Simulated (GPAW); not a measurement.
Consider SrSi (Cmcm).

```cif
data_structure
_symmetry_space_group_name_H-M 'P 1'
_symmetry_Int_Tables_number 1
_cell_length_a 6.1583
_cell_length_b 6.1583
_cell_length_c 4.0400
_cell_angle_alpha 90.000
_cell_angle_beta 90.000
_cell_angle_gamma 133.823
_cell_volume 110.54
loop_
_atom_site_label
_atom_site_type_symbol
_atom_site_fract_x
_atom_site_fract_y
_atom_site_fract_z
_atom_site_occupancy
Sr1 Sr 0.36000 0.64000 0.25000 1
Sr2 Sr 0.64000 0.36000 0.75000 1
Si3 Si 0.06600 0.93400 0.25000 1
Si4 Si 0.93400 0.06600 0.75000 1
```

Absorber: atom 3, with 2 Si at 2.51 Å (bent, 107°, site symmetry m2m). Method: GPAW, LDA, excited-electron core hole (neutral cell), 16-atom cell with 7.4 Å between holes, 5×5×4 k points, dipole transitions, Gaussian full width 0.9 eV up to 4 eV, rising linearly to 3.5 eV at 25 eV.

**Question.** Where do the maxima of the Si K edge fall?

Main maxima up to 24 eV above the zero (height): 2.5 eV (1.18), 5.4 eV (1.77) and 19.8 eV (0.91). A K edge sees empty p states on the absorber. The total-energy difference is 1842.87 eV. One term is added: -14.86 eV, since the hole is spin-paired here and a spin-polarised one costs that much less in the free atom (computed apart). The photon energy is then 1828.01 eV. The tabulated edge of the element is 1839 eV. The functional leaves an error in such absolute values: in the free atom LDA prices this hole 7.8 eV below PBE (computed apart), and PBE is itself good to a few eV.

The Si K spectrum (energy from the lowest empty level; intensity scaled to a mean of 1 over the first 20 eV; polarised curves are means over the symmetry-equivalent atoms):

| E (eV) | isotropic | ε ∥ x | ε ∥ y | ε ∥ z |
| --- | --- | --- | --- | --- |
| -2.0 | 0.00 | 0.00 | 0.00 | 0.00 |
| -1.4 | 0.00 | 0.00 | 0.00 | 0.00 |
| -0.8 | 0.02 | 0.01 | 0.02 | 0.03 |
| -0.2 | 0.27 | 0.13 | 0.29 | 0.41 |
| 0.4 | 0.80 | 0.44 | 0.88 | 1.07 |
| 1.0 | 0.87 | 0.46 | 0.83 | 1.31 |
| 1.6 | 0.93 | 0.42 | 0.87 | 1.49 |
| 2.2 | 1.13 | 0.65 | 1.19 | 1.56 |
| 2.8 | 1.16 | 0.85 | 1.21 | 1.42 |
| 3.4 | 1.21 | 1.11 | 1.24 | 1.28 |
| 4.0 | 1.48 | 1.25 | 1.71 | 1.47 |
| 4.6 | 1.63 | 1.57 | 1.75 | 1.58 |
| 5.2 | 1.76 | 2.13 | 1.70 | 1.45 |
| 5.8 | 1.71 | 2.11 | 1.70 | 1.32 |
| 6.4 | 1.52 | 1.71 | 1.57 | 1.28 |
| 7.0 | 1.41 | 1.51 | 1.36 | 1.34 |
| 7.6 | 1.30 | 1.46 | 1.18 | 1.24 |
| 8.2 | 1.07 | 1.21 | 0.98 | 1.03 |
| 8.8 | 0.88 | 0.92 | 0.81 | 0.90 |
| 9.4 | 0.77 | 0.72 | 0.69 | 0.90 |
| 10.0 | 0.77 | 0.63 | 0.64 | 1.03 |
| 10.6 | 0.79 | 0.61 | 0.66 | 1.10 |
| 11.2 | 0.77 | 0.59 | 0.71 | 1.01 |
| 11.8 | 0.72 | 0.57 | 0.76 | 0.83 |
| 12.4 | 0.71 | 0.55 | 0.82 | 0.74 |
| 13.0 | 0.73 | 0.54 | 0.87 | 0.78 |
| 13.6 | 0.75 | 0.53 | 0.87 | 0.87 |
| 14.2 | 0.76 | 0.54 | 0.82 | 0.92 |
| 14.8 | 0.76 | 0.58 | 0.77 | 0.92 |
| 15.4 | 0.76 | 0.66 | 0.75 | 0.89 |
| 16.0 | 0.78 | 0.75 | 0.76 | 0.84 |
| 16.6 | 0.80 | 0.83 | 0.80 | 0.79 |
| 17.2 | 0.82 | 0.87 | 0.85 | 0.74 |
| 17.8 | 0.85 | 0.91 | 0.91 | 0.72 |
| 18.4 | 0.87 | 0.95 | 0.94 | 0.72 |
| 19.0 | 0.90 | 1.00 | 0.95 | 0.75 |
| 19.6 | 0.91 | 1.02 | 0.92 | 0.79 |
| 20.2 | 0.91 | 1.02 | 0.88 | 0.83 |
| 20.8 | 0.89 | 0.99 | 0.84 | 0.85 |
| 21.4 | 0.86 | 0.93 | 0.80 | 0.86 |
| 22.0 | 0.83 | 0.88 | 0.77 | 0.85 |
| 22.6 | 0.80 | 0.83 | 0.74 | 0.84 |
| 23.2 | 0.78 | 0.79 | 0.73 | 0.82 |
| 23.8 | 0.76 | 0.77 | 0.73 | 0.80 |
| 24.4 | 0.75 | 0.76 | 0.72 | 0.76 |
| 25.0 | 0.73 | 0.75 | 0.72 | 0.72 |
| 25.6 | 0.72 | 0.75 | 0.72 | 0.67 |
| 26.2 | 0.71 | 0.76 | 0.72 | 0.64 |
| 26.8 | 0.70 | 0.76 | 0.73 | 0.62 |
| 27.4 | 0.70 | 0.76 | 0.73 | 0.62 |
| 28.0 | 0.70 | 0.75 | 0.73 | 0.62 |
| 28.6 | 0.70 | 0.74 | 0.73 | 0.62 |
| 29.2 | 0.69 | 0.72 | 0.72 | 0.63 |
| 29.8 | 0.69 | 0.71 | 0.71 | 0.64 |

The structure is a published determination, not relaxed.

[Banner, clock and machine lines of the logs are left out without a mark of their own.]

[Logs are printed without paths, hosts, clocks, repeated set-up lines and the standing remarks that a program may print on its own settings, such as how far it seeks lower states.]

[Hosts, paths, dates, database ids (printed as entryN), source tags and the programs' standing remarks are cut or masked in the printed files.]

[Lists of maxima count a maximum above −3 eV only where it reaches 4 % of the highest in the window and stands out from its surroundings by 2 % of it (1.5 % where it reaches 55 %); shoulders and weaker maxima are passed over, and of the rest the first, up to two pre-edge ones and the few strongest are named.]
